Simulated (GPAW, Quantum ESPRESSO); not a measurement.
# Core-hole calculation of the Al K edge in Al2Ru (I4/mmm), part 2 of 4

Do two independent programs agree on the Al K edge of Al2Ru (I4/mmm)? The same cell and functional are run with XSpectra and with GPAW.

Quantum ESPRESSO 7.5 and GPAW 26.7.0; core-hole supercells, plane-wave PAW LDA.

So far. Step 2 (Ground state of the crystal (Quantum ESPRESSO)): The mesh shows no gap, so the system is treated as a metal and the core electron is put at the Fermi level (neutral cell). Step 3 (Spectrum without a core hole,  (Quantum ESPRESSO)): The time allowed ran out, so this step gives no result.

## (6) Supercell with XCH, Al atom 2 (Quantum ESPRESSO)

Level of this step: plane-wave PAW DFT, LDA, scalar-relativistic, self-consistent field (Quantum ESPRESSO).

The holes are 6.5 Å apart. The excited electron is kept in the cell, where it fills the lowest empty states and screens the hole.

The absorber has 4 Ru at 2.58 Å, 5 Al at 2.69 Å, 1 Ru at 2.88 Å and 4 Al at 3.12 Å (14-fold, site symmetry 4mm).

Input file scf.in:

```
&control
   calculation='scf', prefix='x', pseudo_dir='../pp', outdir='tmp', tprnfor=.true.
/
&system
   ibrav=0, nat=15, ntyp=3, nbnd=69
   ecutwfc=52, ecutrho=400
   occupations='smearing', smearing='mv', degauss=0.015
/
&electrons
   conv_thr=1.5e-07, electron_maxstep=120
   mixing_beta=0.5
/
ATOMIC_SPECIES
Ru 1.0 Ru.lda-spn-kjpaw.UPF
Al0 1.0 Al.lda-nl-kjpaw-1sch.UPF
Al 1.0 Al.lda-nl-kjpaw.UPF
CELL_PARAMETERS angstrom
  1.56042162 4.68126486 -4.22180559
  4.68126486 -1.56042162 -4.22180559
  -1.56042162 -4.68126486 -4.22180559
ATOMIC_POSITIONS crystal
Ru   0.00000000 0.00000000 0.00000000
Ru   0.20000000 0.40000000 0.40000000
Ru   0.60000000 0.20000000 0.20000000
Ru   0.40000000 0.80000000 0.80000000
Ru   0.80000000 0.60000000 0.60000000
Al0  0.65920219 0.00000000 0.65920219
Al   0.85920219 0.40000000 0.05920219
Al   0.25920219 0.20000000 0.85920219
Al   0.05920219 0.80000000 0.45920219
Al   0.45920219 0.60000000 0.25920219
Al   0.34079781 0.00000000 0.34079781
Al   0.54079781 0.40000000 0.74079781
Al   0.94079781 0.20000000 0.54079781
Al   0.74079781 0.80000000 0.14079781
Al   0.14079781 0.60000000 0.94079781
K_POINTS automatic
5 5 5 0 0 0
```

Started as:

```
$ OMP_NUM_THREADS=1 mpirun --oversubscribe --bind-to none -np 4 pw.x -nk 4 -in scf.in > scf.out
```

Output:

```text
     [... banner and references ...]
[banner, memory and clock lines left out]
using ibrav=0 with symmetry is DISCOURAGED, use correct ibrav instead

     G-vector sticks info

     bravais-lattice index     =            0
     lattice parameter (alat)  =      12.2720  a.u.
     unit-cell volume          =    1387.4225 (a.u.)^3
     number of atoms/cell      =           15
     number of atomic types    =            3
     number of electrons       =       111.00
     number of Kohn-Sham states=           69
     kinetic-energy cutoff     =      52.0000  Ry
     charge density cutoff     =     400.0000  Ry
     scf convergence threshold =      1.5E-07
     mixing beta               =       0.5000
     number of iterations used =            8  plain     mixing
     Exchange-correlation= SLA  PZ   NOGX NOGC
                           (   1   1   0   0   0   0   0)

     celldm(1)=  12.271992  celldm(2)=   0.000000  celldm(3)=   0.000000
     celldm(4)=   0.000000  celldm(5)=   0.000000  celldm(6)=   0.000000

     crystal axes: (cart. coord. in units of alat)
               a(1) = (   0.240284   0.720853  -0.650103 )
               a(2) = (   0.720853  -0.240284  -0.650103 )
               a(3) = (  -0.240284  -0.720853  -0.650103 )

     reciprocal axes: (cart. coord. in units 2 pi/alat)
               b(1) = ( -0.416173  0.832347 -0.769109 )
               b(2) = (  1.248520 -0.416173 -0.000000 )
               b(3) = ( -0.832347 -0.416173 -0.769109 )

     PseudoPot. #1 for Ru:     Pseudo is Projector augmented-wave + core cor, Zval = 16.0

     PseudoPot. #2 for Al:     Pseudo is Projector augmented-wave + core cor, Zval =  4.0

[...]
Davidson diagonalization with overlap
     ethr =  3.96E-10,  avg # of iterations =  4.3

     End of self-consistent calculation

          k = 0.0000 0.0000-0.0000 (  8831 PWs)   bands (ev):

   -58.3880 -58.3782 -58.3782 -58.3781 -58.3669 -28.5765 -28.5595 -28.5595
   -28.5520 -28.4967 -28.4753 -28.4753 -28.4716 -28.4421 -28.4421 -28.4363
   -28.4234 -28.4139 -28.4127 -28.4127   2.7831   6.0848   6.9876   6.9876
[...]
11.9832  11.9832  12.4772  12.6239  12.6675  12.6675  13.1007  14.1378
    14.1378  14.1606  14.2303  16.2128  16.7365  16.9097  16.9097  17.0834
    18.0893  18.5721  18.5721  18.6744  18.9338

     [... bands of 20 further k-points ...]

     the Fermi energy is    14.2468 ev

!    total energy              =   -2487.09843150 Ry
     total all-electron energy =    -49990.860265 Ry
     estimated scf accuracy    <       0.00000010 Ry
     smearing contrib. (-TS)   =      -0.00393828 Ry
     internal energy E=F+TS    =   -2487.09449322 Ry

     The total energy is F=E-TS. E is the sum of the following terms:
     one-electron contribution =    -440.57192119 Ry
     hartree contribution      =     283.98409075 Ry
     xc contribution           =    -172.15189416 Ry
     ewald contribution        =    -695.29139434 Ry
     one-center paw contrib.   =   -1463.06337428 Ry

     convergence has been achieved in  11 iterations

     Forces acting on atoms (cartesian axes, Ry/au):

     atom    1 type  1   force =    -0.00000000   -0.00000000    0.00845457
     atom    2 type  1   force =    -0.01228880    0.01766989   -0.01220659
     atom    3 type  1   force =    -0.01766989   -0.01228880   -0.01220659
[...]
atom   14 type  3   force =     0.00227670    0.00232785    0.00073446
     atom   15 type  3   force =     0.00232785   -0.00227670    0.00073446

     Total force =     0.057030     Total SCF correction =     0.000494

     XML data file, charge density, pseudopotentials, collected wavefunctions
```

Run time: 94 s. Hardware: 4 MPI ranks of Arm Neoverse V2, shared host; peak memory 0.39 GiB.

Energy with the hole: -680160.304 eV, cores included.

## (7) Spectrum with XCH, Al atom 2 (Quantum ESPRESSO)

The Lanczos recursion gives the spectrum without computing empty bands; each polarisation needs a run of its own on the full k mesh. xe0 is set between filled and empty states, and states below it are cut, here at the Fermi level, which holds the excited electron. The file of filecore holds the core orbital, taken from the hole-free data set.

Input file xspectra.in:

```
&input_xspectra
   calculation='xanes_dipole', edge='K'
   prefix='x', outdir='tmp', xiabs=2, xe0=14.2468
   xonly_plot=.false., x_save_file='xanes.sav'
   xniter=3000, xcheck_conv=20, xerror=0.005
   xcoordcrys=.false., xepsilon(1)=1, xepsilon(2)=0, xepsilon(3)=0
/
&plot
   xnepoint=413, xemin=-10, xemax=45, terminator=.true., cut_occ_states=.true.
   xgamma=0.4
/
&pseudos
   filecore='../Al.wfc'
/
&cut_occ
   cut_desmooth=0.1, cut_stepl=0.05, cut_stepu=0.05, cut_ierror=1e-5
/
6 6 6 0 0 0
```

xspectra_1.in, as its differences from xspectra.in of step 7:

```diff
@@ -5,3 +5,3 @@
    xniter=3000, xcheck_conv=20, xerror=0.005
-   xcoordcrys=.false., xepsilon(1)=1, xepsilon(2)=0, xepsilon(3)=0
+   xcoordcrys=.false., xepsilon(1)=0, xepsilon(2)=0, xepsilon(3)=1
 /
```

Started as:

```
$ OMP_NUM_THREADS=1 mpirun --oversubscribe --bind-to none -np 4 xspectra.x -nk 4 -in xspectra.in > xspectra.out
```

Output:

```text
     [... banner and references ...]
Reading input_file

     calculation: xanes_dipole

     xepsilon  [cartesian coordinates]:   1.000000   0.000000   0.000000

     xonly_plot: FALSE
        => complete calculation: Lanczos + spectrum plot

     filecore (core-wavefunction file): ../Al.wfc

     main plot parameters:
        cut_occ_states: TRUE
        gamma_mode:  constant
        -> using xgamma [eV]:  0.40
        xemin [eV]: -10.00
        xemax [eV]:  45.00
        xnepoint:  413
        xe0 [eV]:  14.246800 (energy zero read in input file)

     WARNING: variable ef_r is obsolete

                      Reading SCF save directory: x.save

     tmp/x.save/

     Exchange-correlation= PZ
                           (   1   1   0   0   0   0   0)

     G-vector sticks info

                           Getting the Fermi energy

     From SCF save directory:
        ehomo [eV]:   14.6019 (highest occupied level)
        elumo [eV]:   14.6802 (lowest occupied level)
        ef    [eV]:   14.6019

     -> ef (in eV) will be written in x_save_file

                           Energy zero of the spectrum

     -> ef will NOT be used as energy zero of the spectrum
       (because xe0 read in input file)

     G-vector sticks info

     bravais-lattice index     =            0
     lattice parameter (alat)  =      12.2720  a.u.
     unit-cell volume          =    1387.4225 (a.u.)^3
     number of atoms/cell      =           15
     number of atomic types    =            3
     number of electrons       =       111.00
     number of Kohn-Sham states=           69
     kinetic-energy cutoff     =      52.0000  Ry
     charge density cutoff     =     400.0000  Ry
     Exchange-correlation= PZ
                           (   1   1   0   0   0   0   0)

     celldm(1)=  12.271992  celldm(2)=   0.000000  celldm(3)=   0.000000
     celldm(4)=   0.000000  celldm(5)=   0.000000  celldm(6)=   0.000000

     crystal axes: (cart. coord. in units of alat)
               a(1) = (   0.240284   0.720853  -0.650103 )
               a(2) = (   0.720853  -0.240284  -0.650103 )
               a(3) = (  -0.240284  -0.720853  -0.650103 )

     reciprocal axes: (cart. coord. in units 2 pi/alat)
               b(1) = ( -0.416173  0.832347 -0.769109 )
               b(2) = (  1.248520 -0.416173  0.000000 )
               b(3) = ( -0.832347 -0.416173 -0.769109 )

     PseudoPot. #1 for Ru:     Pseudo is Projector augmented-wave + core cor, Zval = 16.0

     PseudoPot. #2 for Al:     Pseudo is Projector augmented-wave + core cor, Zval =  4.0

     PseudoPot. #3 for Al:     Pseudo is Projector augmented-wave + core cor, Zval =  3.0

     atomic species   valence    mass     pseudopotential
     Ru               16.00     1.00000     Ru( 1.00)
     Al0               4.00     1.00000     Al( 1.00)
     Al                3.00     1.00000     Al( 1.00)

      4 Sym. Ops. (no inversion) found

   Cartesian axes

     site n.     atom                  positions (alat units)
         1        Ru     tau(   1) = (   0.0000000   0.0000000  -0.0000000  )
         2        Ru     tau(   2) = (   0.2402845  -0.2402845  -0.6501028  )
         3        Ru     tau(   3) = (   0.2402845   0.2402845  -0.6501028  )
         4        Ru     tau(   4) = (   0.4805690  -0.4805690  -1.3002055  )
         5        Ru     tau(   5) = (   0.4805690   0.0000000  -1.3002055  )
         6        Al0    tau(   6) = (  -0.0000000   0.0000000  -0.8570983  )
         7        Al     tau(   7) = (   0.4805690   0.4805690  -0.8570983  )
         8        Al     tau(   8) = (  -0.0000000  -0.4805690  -0.8570983  )
         9        Al     tau(   9) = (   0.4805690  -0.4805690  -0.8570983  )
        10        Al     tau(  10) = (   0.4805690  -0.0000000  -0.8570983  )
        11        Al     tau(  11) = (   0.0000000  -0.0000000  -0.4431072  )
        12        Al     tau(  12) = (   0.2402845  -0.2402845  -1.0932100  )
        13        Al     tau(  13) = (   0.2402845   0.2402845  -1.0932100  )
        14        Al     tau(  14) = (   0.7208535   0.2402845  -1.0932100  )
        15        Al     tau(  15) = (   0.2402845  -0.7208535  -1.0932100  )

     number of k points=   216  Marzari-Vanderbilt smearing, width (Ry)=  0.0150

     Number of k-points >= 100: set verbosity='high' to print them.

     Dense  grid:   187167 G-vectors     FFT dimensions: (  80,  80,  80)

     Smooth grid:    70237 G-vectors     FFT dimensions: (  60,  60,  60)

     The potential is recalculated from file :
     tmp/x.save/charge-density

     Starting wfcs are   90 atomic wfcs
     Checking if some PAW data can be deallocated...

               Reading core wavefunction file for the absorbing atom

     ../Al.wfc successfully read

                              Attributing the PAW radii
                     for the absorbing atom [units: Bohr radius]

        PAW proj 1: r_paw(l= 0)= 2.85  (1.5*r_cut)
        PAW proj 2: r_paw(l= 0)= 2.85  (1.5*r_cut)
        PAW proj 3: r_paw(l= 1)= 2.85  (1.5*r_cut)
        PAW proj 4: r_paw(l= 1)= 2.85  (1.5*r_cut)

        NB: The calculation will not necessary use all these r_paw values.
            - For a edge in the electric-dipole approximation,
              only the r_paw(l=1) values are used.
            - For a K edge in the electric-quadrupole approximation,
              only the r_paw(l=2) values are used.

            - For a L2 or L3 edge in the electric-quadrupole approximation,

              all projectors (s, p and d) are used.

                          Starting XANES calculation
                     in the electric dipole approximation

     Method of calculation based on the Lanczos recursion algorithm
        - STEP 1: Construction of a kpoint-dependent Lanczos basis,
          in which the Hamiltonian is tridiagonal (each 'iter'
          corresponds to the calculation of one more Lanczos vector)
        - STEP 2: Calculation of the cross-section as a continued fraction
          averaged over the k-points.

     ... Begin STEP 1 ...

        Radial transition matrix element(s) used in the calculation of the
        initial vector of the Lanczos basis (|tilde{phi}_abs> normalized)
        | For PAW proj. (l=1) #1: radial matrix element =   0.026636768
        | For PAW proj. (l=1) #2: radial matrix element =   0.041269511

NB: the    54 k-point are not all listed below because npool=  4
        |-------------------------------------------------------------
        ! k-point #     1:  ( 0.0000,  0.0000,  0.0000),  0.0093,   1
        |-------------------------------------------------------------
 okvan= T
        |   Norm of the initial Lanczos vector: 0.27076593E-01
        |   Estimated error at iter     20:   1.00812060
        |   Estimated error at iter     40:   0.51914069
        |   Estimated error at iter     60:   0.45543143
        |   Estimated error at iter     80:   0.23126682
        |   Estimated error at iter    100:   0.26543591
[...]
!   => CONVERGED at iter    380 with error=  0.00284256
        |-------------------------------------------------------------
        ! k-point #     2:  (-0.1387, -0.0694, -0.1282),  0.0093,   1
        |-------------------------------------------------------------
 okvan= T
        |   Norm of the initial Lanczos vector: 0.27076263E-01
[...]
!   => CONVERGED at iter    660 with error=  0.00476686
        |-------------------------------------------------------------
     [... 51 further k-points ...]
        ! k-point #    54:  (-0.3468, -0.3468, -0.7691),  0.0093,   1
        |-------------------------------------------------------------
 okvan= T
        |   Norm of the initial Lanczos vector: 0.27076521E-01
[...]
|   Estimated error at iter    600:   0.00634502
        |   Estimated error at iter    620:   0.00858963
        |   Estimated error at iter    640:   0.00670687
        !   => CONVERGED at iter    660 with error=  0.00372548

     Results of STEP 1 successfully written in x_save_file
     x_save_file name:
     ->  xanes.sav
     x_save_file version:  2

     ... End STEP 1 ...

     ... Begin STEP 2 ...

     The spectrum is calculated using the following parameters:
        xe0 [eV]:   14.2468
        the occupied states are elimintate from the spectrum
        xemin [eV]: -10.00
        xemax [eV]:  45.00
        xnepoint:  413
        constant broadening parameter [eV]:    0.400
        Core level energy [eV]:  -1559.
         (from electron binding energy of neutral atoms in X-ray data booklet)

     Cross-section successfully written in xanes.dat

     ... End STEP 2 ...

                                END JOB XSpectra
```

Wall time 10 min (4 MPI ranks); peak memory 0.25 GiB; 41 min of CPU time.

The Al K spectrum, Al atom 2, excited-electron core hole (neutral cell) (energy from the energy zero of the input (xe0, at the border of filled and empty states); intensity scaled to a mean of 1 over the first 20 eV; the points at xe0, where the cut of filled states can leave a spike, are interpolated; polarised curves are means over the symmetry-equivalent atoms):

| E (eV) | isotropic | ε ⊥ c | ε ∥ c |
| --- | --- | --- | --- |
| -2.0 | 0.05 | 0.05 | 0.04 |
| -1.0 | 0.09 | 0.10 | 0.07 |
| 0.0 | 0.30 | 0.36 | 0.18 |
| 1.0 | 0.54 | 0.61 | 0.41 |
| 2.0 | 0.88 | 0.96 | 0.70 |
| 3.0 | 1.14 | 1.21 | 1.01 |
| 4.0 | 1.19 | 1.17 | 1.21 |
| 5.0 | 1.24 | 1.18 | 1.35 |
| 6.0 | 1.16 | 1.11 | 1.25 |
| 7.0 | 1.09 | 1.07 | 1.13 |
| 8.0 | 1.39 | 1.25 | 1.67 |
| 9.0 | 1.41 | 1.30 | 1.63 |
| 10.0 | 1.12 | 1.19 | 0.98 |
| 11.0 | 1.08 | 1.17 | 0.89 |
| 12.0 | 1.06 | 1.10 | 0.99 |
| 13.0 | 0.97 | 0.99 | 0.91 |
| 14.0 | 0.96 | 0.97 | 0.94 |
| 15.0 | 0.93 | 0.93 | 0.93 |
| 16.0 | 0.90 | 0.90 | 0.90 |
| 17.0 | 0.78 | 0.76 | 0.83 |
| 18.0 | 0.86 | 0.69 | 1.20 |
| 19.0 | 0.81 | 0.72 | 0.99 |
| 20.0 | 0.69 | 0.67 | 0.73 |
| 21.0 | 0.71 | 0.66 | 0.82 |
| 22.0 | 0.76 | 0.69 | 0.91 |
| 23.0 | 0.74 | 0.70 | 0.83 |
| 24.0 | 0.82 | 0.85 | 0.76 |
| 25.0 | 0.80 | 0.93 | 0.53 |
| 26.0 | 0.80 | 0.92 | 0.57 |
| 27.0 | 0.72 | 0.82 | 0.52 |
| 28.0 | 0.74 | 0.80 | 0.60 |
| 29.0 | 0.72 | 0.75 | 0.67 |
| 30.0 | 0.82 | 0.84 | 0.80 |
| 31.0 | 0.94 | 0.97 | 0.87 |
| 32.0 | 1.03 | 1.08 | 0.93 |

Main maxima below 24 eV (height): 4.8 eV (1.25), 8.7 eV (1.46), 11.6 eV (1.13), 15.5 eV (0.97), 18.4 eV (0.91) and 23.8 eV (0.82). A K edge sees empty p states on the absorber.

The total-energy difference is 1563.51 eV. One term is added: -13.88 eV, since the hole is spin-paired here and a spin-polarised one costs that much less in the free atom (computed apart). The photon energy is then 1549.63 eV. The tabulated edge of the element is 1559 eV. The functional leaves an error in such absolute values: in the free atom LDA prices this hole 7.2 eV below PBE (computed apart), and PBE is itself good to a few eV.

## (8) Another broadening

The final state's lifetime shortens with energy, so measured features broaden above the edge; the saved Lanczos coefficients are redrawn with a width that grows.

Input file xspectra_plot.in:

```
&input_xspectra
   calculation='xanes_dipole', edge='K'
   prefix='x', outdir='tmp', xiabs=2, xe0=14.2468
   xonly_plot=.true., x_save_file='xanes.sav'
   xniter=3000, xcheck_conv=20, xerror=0.005
   xcoordcrys=.false., xepsilon(1)=1, xepsilon(2)=0, xepsilon(3)=0
/
&plot
   xnepoint=413, xemin=-10, xemax=45, terminator=.true., cut_occ_states=.true.
   gamma_mode='variable', gamma_energy(1)=4, gamma_energy(2)=25, gamma_value(1)=0.3, gamma_value(2)=2.5
/
&pseudos
   filecore='../Al.wfc'
/
&cut_occ
   cut_desmooth=0.1, cut_stepl=0.05, cut_stepu=0.05, cut_ierror=1e-5
/
6 6 6 0 0 0
```

Started as:

```
$ OMP_NUM_THREADS=1 xspectra.x -in xspectra_plot.in > xspectra_plot.out
```

Output:

```text
     [... banner and references ...]
Reading input_file
     -------------------------------------------------------------------------

     calculation: xanes_dipole

     xonly_plot: TRUE
        => only the spectrum plot

     main plot parameters:
        cut_occ_states: TRUE
        gamma_mode:  variable
        -> first, constant up to point ( 4.00, 0.30) [eV]
        -> then, linear up to point (25.00, 2.50) [eV]
        -> finally, constant up to xemax
        xemin [eV]: -10.00
        xemax [eV]:  45.00
        xnepoint:  413
[...]
xemin [eV]: -10.00
        xemax [eV]:  45.00
        xnepoint:  413
        energy-dependent broadening parameter:
         -> first, constant up to point ( 4.00, 0.30) [eV]
         -> then, linear up to point (25.00, 2.50) [eV]
         -> finally, constant up to xemax
        Core level energy [eV]:  -1559.
         (from electron binding energy of neutral atoms in X-ray data booklet)

     Cross-section successfully written in xanes.dat

     -------------------------------------------------------------------------
                                END JOB XSpectra
     -------------------------------------------------------------------------
[key lines of the parts left out:]
Fermi level [eV]:  14.6019
```

It took 6.9 s on 1 MPI rank; peak memory 0.05 GiB.

With a Lorentzian half width 0.3 eV up to 4 eV, rising linearly to 2.5 eV at 25 eV, the maxima are 2.8 eV (1.22), 3.9 eV (1.23), 4.8 eV (1.27) and 8.6 eV (1.34).

[end of part 2 of 4]

[Banner, clock and machine lines of the logs are left out without a mark of their own.]

[Logs are printed without paths, hosts, clocks, repeated set-up lines and the standing remarks that a program may print on its own settings, such as how far it seeks lower states.]

[Hosts, paths, dates, database ids (printed as entryN), source tags and the programs' standing remarks are cut or masked in the printed files.]

[Lists of maxima count a maximum above −3 eV only where it reaches 4 % of the highest in the window and stands out from its surroundings by 2 % of it (1.5 % where it reaches 55 %); shoulders and weaker maxima are passed over, and of the rest the first, up to two pre-edge ones and the few strongest are named.]
